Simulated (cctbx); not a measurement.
**Which space group?**

Cell: a = 5.5710 Å, b = 5.5710 Å, c = 3.0760 Å, α = 90.00°, β = 90.00°, γ = 120.00°. Expected content of the cell: Ir3 In1 N2.

The data are simulated with cctbx, not measured: Mo Kα, λ = 0.71073 Å, to d = 0.8 Å, 95 % of the full sphere, strongest reflection 70000 counts, noise from counting, a 3 % proportional error and a noise floor of 2 counts (s.d.); no absorption.

A first pass over the reflections prints:

```text
631 reflections to d = 0.804 A
centring   violations  <I/sigma> of those
    A        317 of   317     23.4
    B        319 of   319     23.5
    C        318 of   318     22.7
    I        319 of   319     23.3
    R        412 of   412     25.0
    F        477 of   477     23.2
Laue class    unique    Rint  (classes that these axes allow; Friedel mates merged)
P -1              328   0.017
P 1 1 2/m         197   0.020
P -3              112   0.023
P -3 1 m           69   0.023
P -3 m 1           75   0.023
P 6/m              68   0.024
P 6/m m m          50   0.024
space group    extra absences  I>4sigma  <I/sigma>
P 6 2 2                 0          0         -  acentric
P 6 m m                 0          0         -  acentric
P -6 m 2                0          0         -  acentric
P -6 2 m                0          0         -  acentric
P 6/m m m               0          0         -  centric
Wilson B = 2.02 A^2   <|E^2-1|> = 0.653 (0.968 centric, 0.736 acentric)   E^2>4: 0.0 %
shell (A)         n   <I/sigma>
 4.82 - 1.27     17     75.9
 1.27 - 1.01     11     83.7
 1.01 - 0.88     13     83.8
 0.88 - 0.80      9     89.4
```

Q: Read the symmetry from these tables.

Every centring test has many violations, so the lattice is primitive.

Rint stays low (0.017 to 0.024) up to P 6/m m m, the highest class in these axes.

5 settings pass the absence test. No glide or screw absences show, which leaves P 6 2 2, P 6 m m, P -6 m 2, P -6 2 m and P 6/m m m.

⟨|E²−1|⟩ = 0.653 leans to a non-centrosymmetric structure, or to twinning, which lowers it. Here that hint misleads: the statistic assumes many like atoms on general positions, and few, heavy or special-position atoms break it. The Wilson B of 2.02 Å² means U ≈ 0.0256 Å².

The true group is P6/mmm (no. 191), Laue class 6/mmm, centrosymmetric. The tables only narrow the choice to the tied entries; cell content, site symmetry and trial solutions must settle it.

This is a model crystal, built by substitution and not relaxed, with assumed displacement parameters.

[Logs are printed without paths, hosts, clocks, repeated set-up lines and the standing remarks that a program may print on its own settings, such as how far it seeks lower states.]
